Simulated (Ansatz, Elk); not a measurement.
# How far do independent atoms describe CaTi2Zn2?

Structure refinements treat a crystal as free atoms side by side. For a made-up structure of CaTi2Zn2 (cell and positions from a PBEsol relaxation) the runs below show what the calculated density changes in F(hkl).

Program: Elk 11.2.3 (patched build). Level of theory: DFT, PBE, all-electron APW+lo, Dirac cores, scalar-relativistic bands, static density, no spin. Results are calculated unless marked as measured.

The structure was built from a prototype and need not be the compound's stable phase.

## (1) The starting structure

The structure is tetragonal, space group I4/mmm (No. 139). Conventional cell: a = 4.608 Å, b = 4.608 Å, c = 9.801 Å, α = 90.00°, β = 90.00°, γ = 90.00°. Nearest to Zn lie 4 Ti at 2.53 Å and 4 Zn at 3.26 Å and 4 Ca at 3.36 Å. Nearest to Ti lie 4 Zn at 2.53 Å and 1 Ti at 2.81 Å and 5 Ca at 3.50 to 3.55 Å. Nearest to Ca lie 8 Zn at 3.36 Å and 10 Ti at 3.50 to 3.55 Å. Farther neighbours are not listed.

## (2) Ground state and structure factors

An all-electron density is needed, since X-rays see the cores too. Task 0 finds the density and task 195 Fourier-transforms it; tshift is off so that phases refer to the origin typed.

elk.in reads:

```
tasks
  0
  195

xctype
  20

spinpol
  .false.

rgkmax
  7.0

gmaxvr
  14.0

lmaxo
  7

lmaxapw
  8

swidth
  0.002

tshift
  .false.

ramdisk
  .false.

hmaxvr
  5.5

maxscl
  120

epspot
  1e-06

sppath
  './'

avec
  -4.35373849997 4.35373849997 9.26066950188
  4.35373849997 -4.35373849997 9.26066950188
  4.35373849997 4.35373849997 -9.26066950188

atoms
  3
  'Zn.in'
  2
  0.2500000000 0.7500000000 0.5000000000   0.000000 0.000000 0.000000
  0.7500000000 0.2500000000 0.5000000000   0.000000 0.000000 0.000000
  'Ti.in'
  2
  0.6433576580 0.6433576580 0.0000000000   0.000000 0.000000 0.000000
  0.3566423420 0.3566423420 0.0000000000   0.000000 0.000000 0.000000
  'Ca.in'
  1
  -0.0000000000 -0.0000000000 0.0000000000   0.000000 0.000000 0.000000

ngridk
  7 7 7
```

Started as:

```sh
$ OMP_NUM_THREADS=4 elk
```

Numbers of over 12 decimals in the logs are rounded to 6 here.

Log:

```text
┌─────────────────────────┐
│ Elk code version 11.2.3 │
└─────────────────────────┘

All units are atomic (Hartree, Bohr, etc.)

┌─────────────────────────────────────────────────┐
│ Ground-state run starting from atomic densities │
└─────────────────────────────────────────────────┘

Lattice vectors :
  -4.353738500       4.353738500       9.260669502
   4.353738500      -4.353738500       9.260669502
   4.353738500       4.353738500      -9.260669502

Reciprocal lattice vectors :
 -0.2625264226E-16  0.7215850593      0.3392403382
  0.7215850593     -0.2625264226E-16  0.3392403382
  0.7215850593      0.7215850593     -0.1283872579E-16

Unit cell volume      :    702.1454036
Brillouin zone volume :   0.3532747095

Muffin-tin inner radius fraction :   0.1000000000E-01

Nuclei treated as point charges

Species : 1 (Zn)
 parameters loaded from : Zn.in
 name : zinc
 nuclear charge    :   -30.00000000
 electronic charge :    30.00000000
 atomic mass :    119233.3130
 muffin-tin radius :    2.365412719
 number of radial points in muffin-tin :    993
 inner part over the whole radius :   0.9885992250E-02
 number on inner part of muffin-tin    :    701
 approximate nuclear radius :   0.7484757725E-04
 number of mesh points to nuclear radius :    338
 atomic positions (lattice), magnetic fields (Cartesian) :
  1 :   0.25000000 -0.25000000  0.50000000    0.00000000  0.00000000  0.00000000
  2 :  -0.25000000  0.25000000  0.50000000    0.00000000  0.00000000  0.00000000

Species : 2 (Ti)
 parameters loaded from : Ti.in
 name : titanium
 nuclear charge    :   -22.00000000
 electronic charge :    22.00000000
 atomic mass :    87256.20317
 muffin-tin radius :    2.365412719
 number of radial points in muffin-tin :    993
 inner part over the whole radius :   0.9873006547E-02
 number on inner part of muffin-tin    :    698
 approximate nuclear radius :   0.6805665174E-04
 number of mesh points to nuclear radius :    325
 atomic positions (lattice), magnetic fields (Cartesian) :
  1 :  -0.35664234 -0.35664234  0.00000000    0.00000000  0.00000000  0.00000000
  2 :   0.35664234  0.35664234  0.00000000    0.00000000  0.00000000  0.00000000

Species : 3 (Ca)
 parameters loaded from : Ca.in
 name : calcium
 nuclear charge    :   -20.00000000
 electronic charge :    20.00000000
 atomic mass :    73057.72475
 muffin-tin radius :    2.400000000
 number of radial points in muffin-tin :    993
 inner part over the whole radius :   0.9970789793E-02
 number on inner part of muffin-tin    :    698
 approximate nuclear radius :   0.6614485811E-04
 number of mesh points to nuclear radius :    321
 atomic positions (lattice), magnetic fields (Cartesian) :
  1 :   0.00000000  0.00000000  0.00000000    0.00000000  0.00000000  0.00000000

Total number of atoms per unit cell :    5
Total muffin-tin volume :    279.6587746
 ratio of muffin-tin to unit cell volume :   0.3982918255

Spin treatment :
 spin-unpolarised

Number of Bravais lattice symmetries :   16
Number of crystal symmetries         :   16
Crystal has inversion symmetry
Real symmetric eigensolver will be used

k-point grid :      7     7     7
k-point offset :    0.000000000       0.000000000       0.000000000
k-point set is reduced with full crystal symmetry group
Total number of k-points :       40

Muffin-tin radius times maximum |G+k| :    7.000000000
 using average radius
Maximum |G+k| for APW functions       :    2.950685395
Maximum (1/2)|G+k|²                   :    4.353272149
Maximum |G| for potential and density :    14.00000000
Constant for pseudocharge density :    8
 order of it for each species :   15  15  15
 order of it for pair densities of each species (exact exchange by exxq0 0: 16) :    9   9  10
Radial integration step length :    1

G-vector grid sizes :     50    50    50
Number of G-vectors :    32497

Maximum angular momentum used for
 APW functions            :    8
 outer part of muffin-tin :    7
 inner part of muffin-tin :    2

Total nuclear charge    :   -124.0000000
[...]
xc potential                :     -331.75324765088
 exchange                    :     -257.48949998223
 correlation                 :     -5.613561
 electron entropic           :    -0.16994682949911E-02
 total energy                :     -5980.8228940453

Density of states at Fermi energy :    122.4710748
 (states/Hartree/unit cell)

Estimated indirect band gap :   0.1258954385E-02
 from k-point 34 to k-point 10
Estimated direct band gap   :   0.4001495646E-02
 at k-point 29

Charges :
 core                        :    54.00000000
 valence                     :    70.00000000
 interstitial                :    7.611301538
 muffin-tins (core leakage)
  species : 1 (Zn)
   atom 1                    :    28.84944305     (  0.1063340798E-03)
[...]
species : 2 (Ti)
[...]
species : 3 (Ca)
[...]
total in muffin-tins        :    116.3886985
 total calculated charge     :    123.9996830
 total charge                :    124.0000000
 error                       :   0.3170254388E-03

RMS change in Kohn-Sham potential (target) :   0.2929416338     (  0.1000000000E-05)
Absolute change in total energy (target)   :   0.1944961952     (  0.1000000000E-03)

[... loops 3 to 15 left out ...]

┌──────────────────┐
│ Loop number : 16 │
└──────────────────┘

Energies :
 Fermi                       :     0.194150
 sum of occupied eigenvalues :     -3455.9922092950
 electron kinetic            :      6067.8039896542
 core electron kinetic       :      5458.7887489115
 Coulomb                     :     -11784.161732101
 Coulomb potential           :     -9181.3824905836
 nuclear-nuclear             :     -819.75323552191
 electron-nuclear            :     -12770.566462228
 Hartree                     :      1806.1579656492
 Madelung                    :     -7193.4704868091
 xc potential                :     -342.41370836554
 exchange                    :     -258.20471297507
 correlation                 :     -5.620500
 electron entropic           :    -0.26187311218702E-02
 total energy                :     -5980.1855736971

Density of states at Fermi energy :    203.4529021
 (states/Hartree/unit cell)

Estimated indirect band gap :   0.6746080779E-03
 from k-point 23 to k-point 20
Estimated direct band gap   :   0.3137200015E-02
 at k-point 9

Charges :
 core                        :    54.00000000
 valence                     :    70.00000000
 interstitial                :    7.348804857
 muffin-tins (core leakage)
  species : 1 (Zn)
[...]
species : 2 (Ti)
[...]
species : 3 (Ca)
[...]
total in muffin-tins        :    116.6511951
 total calculated charge     :    123.9997564
 total charge                :    124.0000000
 error                       :   0.2435710506E-03

RMS change in Kohn-Sham potential (target) :   0.5999178216E-06 (  0.1000000000E-05)
Absolute change in total energy (target)   :   0.6703727195E-05 (  0.1000000000E-03)

Convergence targets achieved

┌──────────────────┐
│ Loop number : 17 │
└──────────────────┘

Energies :
 Fermi                       :     0.194150
 sum of occupied eigenvalues :     -3455.9922130634
 electron kinetic            :      6067.8039817270
 core electron kinetic       :      5458.7887478746
 Coulomb                     :     -11784.161726543
 Coulomb potential           :     -9181.3824943954
 nuclear-nuclear             :     -819.75323552191
 electron-nuclear            :     -12770.566447240
 Hartree                     :      1806.1579562195
 Madelung                    :     -7193.4704793448
 xc potential                :     -342.41370039497
 exchange                    :     -258.20471189455
 correlation                 :     -5.620500
 electron entropic           :    -0.26187379392620E-02
 total energy                :     -5980.1855749943

Density of states at Fermi energy :    203.4535374
 (states/Hartree/unit cell)

Estimated indirect band gap :   0.6747051094E-03
 from k-point 23 to k-point 20
Estimated direct band gap   :   0.3137210046E-02
 at k-point 9

Charges :
 core                        :    54.00000000
 valence                     :    70.00000000
 interstitial                :    7.348805939
 muffin-tins (core leakage)
  species : 1 (Zn)
[...]
species : 2 (Ti)
   atom 1                    :    20.23180845     ( -0.2193146411E-06)
   atom 2                    :    20.23180845     ( -0.2193146411E-06)
  species : 3 (Ca)
   atom 1                    :    18.12518447     ( -0.1988264611E-06)
 total in muffin-tins        :    116.6511941
 total calculated charge     :    123.9997564
 total charge                :    124.0000000
 error                       :   0.2435697644E-03

┌──────────────────────────────┐
│ Self-consistent loop stopped │
└──────────────────────────────┘

Wrote STATE.OUT
```

Wall time 29 s (4 threads of AMD EPYC 9R14 (Zen 4), shared host); peak memory 0.22 GiB; 87 s of CPU time.

SFACRHO.OUT:

```text

h k l indices transformed by vhmat matrix:
   1.000000000       0.000000000       0.000000000    
   0.000000000       1.000000000       0.000000000    
   0.000000000       0.000000000       1.000000000    

      h      k      l  multipl.   |H|            Re(F)            Im(F)           |F|

      0      0      0      1   0.0000000       124.00000      0.39374505E-16   124.00000    
      1      1     -1      2  0.67848068      -47.334811     -0.73252709E-14   47.334811    
      1      0      0      8  0.79735124      -6.5909476     -0.97769275E-17   6.5909476    
      0      0      1      4   1.0204754      -1.0750171      0.28740975E-13   1.0750171    
     -2      0      1      8   1.2254412       56.672732     -0.21897244E-13   56.672732    
     -1     -2      2      8   1.2475741       44.113508      0.48340136E-16   44.113508    
      2      2     -2      2   1.3569614       34.112101      0.12140352E-13   34.112101    
      1     -1     -1      4   1.4431701       91.668276      0.25090094E-13   91.668276    
      2      0      0      8   1.5947025      -38.472315      0.19460112E-13   38.472315    
      0     -1     -1     16   1.6487902      -5.1050640      0.53215882E-16   5.1050640    
     -2     -2      3      8   1.6978557      -56.842901      0.15870466E-13   56.842901    
     -2     -3      2      8   1.8433082       17.835590      0.62948380E-16   17.835590    
      1      2      0     16   1.9076638       36.467842     -0.41794523E-16   36.467842    
     -1     -3      3      8   1.9809301       29.277498     -0.15817407E-13   29.277498    
     -3     -3      3      2   2.0354420      -12.336545      0.14670208E-13   12.336545    
     -2      2      0      4   2.0409508       78.164923      0.24687761E-16   78.164923    
     -1     -1     -1      8   2.1507710      -34.018566     -0.38931397E-13   34.018566    
     -1      2      1      8   2.1911753      -4.4894493     -0.22373569E-16   4.4894493
```

Elk indexes on the primitive cell of elk.in and gives |H| = 4π sin θ/λ in inverse bohr. Below, one row stands for each form hkl of the conventional cell (m members, Friedel mates merged), F is for one primitive cell and the density is static (no thermal factor). Free-atom factors are Waasmaier and Kirfel's, and R is Σm||F|−|F'||/Σm|F|.

| hkl | m | sin θ/λ (Å⁻¹) | abs F, DFT | neutral atoms | diff. |
| --- | --- | --- | --- | --- | --- |
| 002 | 2 | 0.102 | 47.335 | 47.308 | +0.027 |
| 101 | 8 | 0.120 | 6.591 | 6.542 | +0.049 |
| 110 | 4 | 0.153 | 1.075 | 1.312 | -0.238 |
| 112 | 8 | 0.184 | 56.673 | 56.882 | -0.209 |
| 103 | 8 | 0.188 | 44.114 | 44.380 | -0.267 |
| 004 | 2 | 0.204 | 34.112 | 33.941 | +0.171 |
| 200 | 4 | 0.217 | 91.668 | 92.232 | -0.564 |
| 202 | 8 | 0.240 | 38.472 | 39.265 | -0.793 |
| 211 | 16 | 0.248 | 5.105 | 5.153 | -0.048 |
| 114 | 8 | 0.255 | 56.843 | 57.593 | -0.750 |
| 105 | 8 | 0.277 | 17.836 | 17.987 | -0.151 |
| 213 | 16 | 0.287 | 36.468 | 36.545 | -0.077 |
| 204 | 8 | 0.298 | 29.277 | 29.628 | -0.350 |
| 006 | 2 | 0.306 | 12.336 | 12.833 | -0.496 |
| 220 | 4 | 0.307 | 78.165 | 78.557 | -0.392 |
| 222 | 8 | 0.323 | 34.019 | 34.441 | -0.422 |
| 301 | 8 | 0.330 | 4.489 | 4.430 | +0.059 |
| 116 | 8 | 0.342 | 64.517 | 64.792 | -0.275 |
| 310 | 8 | 0.343 | 3.192 | 3.547 | -0.355 |
| 215 | 16 | 0.352 | 15.524 | 15.480 | +0.044 |
| 312 | 16 | 0.358 | 42.344 | 42.569 | -0.225 |
| 303 | 8 | 0.360 | 31.696 | 31.618 | +0.078 |

## (3) The highest occupied states alone

An energy window below the Fermi level keeps the highest occupied states, to see at which angles they scatter; shallow core shells can lie inside it and anion s states outside. No new self-consistency is needed.

elk.in, as its differences from that of step 2:

```diff
@@ -1,3 +1,2 @@
 tasks
-  0
   195
@@ -40,2 +39,5 @@
 
+wsfac
+  -0.246840 0.494150
+
 sppath
```

Started as:

```sh
$ OMP_NUM_THREADS=4 elk
```

Log:

```text
┌─────────────────────────────────┐
│ Elk code version 11.2.3 started │
└─────────────────────────────────┘

Info(readinput): the functional depends on the density's gradient
 muffin-tin radial points multiplied by    2.00000
 (not where nrmtscf is given)

┌────────────────────┐
│ Current task : 195 │
└────────────────────┘
Info(checkmt): changed muffin-tin radius of species 1 (Zn) from   2.4000 to   2.3654
Info(checkmt): changed muffin-tin radius of species 2 (Ti) from   2.4000 to   2.3654

Info(sfacrho): density structure factors written to SFACRHO.OUT

 Energy window :  -0.2468400000      0.4941500000

┌──────────────────┐
│ Elk code stopped │
└──────────────────┘
```

It took 7.5 s on 4 threads; peak memory 0.16 GiB; 9.9 s of CPU time.

States within 12 eV below the Fermi level hold 34.00 electrons; any levels below the window count with the cores. Their amplitudes can exceed the total, where window and core parts have opposite phase:

| hkl | sin θ/λ (Å⁻¹) | abs F, window | abs F, all |
| --- | --- | --- | --- |
| 002 | 0.102 | 21.087 | 47.335 |
| 101 | 0.120 | 2.138 | 6.591 |
| 110 | 0.153 | 14.734 | 1.075 |
| 112 | 0.184 | 15.365 | 56.673 |
| 103 | 0.188 | 1.505 | 44.114 |
| 004 | 0.204 | 13.676 | 34.112 |
| 200 | 0.217 | 15.577 | 91.668 |
| 202 | 0.240 | 13.054 | 38.472 |
| 211 | 0.248 | 0.756 | 5.105 |
| 114 | 0.255 | 13.238 | 56.843 |

[end of part 1 of 2]

[Logs are printed without paths, hosts, clocks, repeated set-up lines and the standing remarks that a program may print on its own settings, such as how far it seeks lower states.]

[Hosts, paths, dates, database ids (printed as entryN), source tags and the programs' standing remarks are cut or masked in the printed files.]
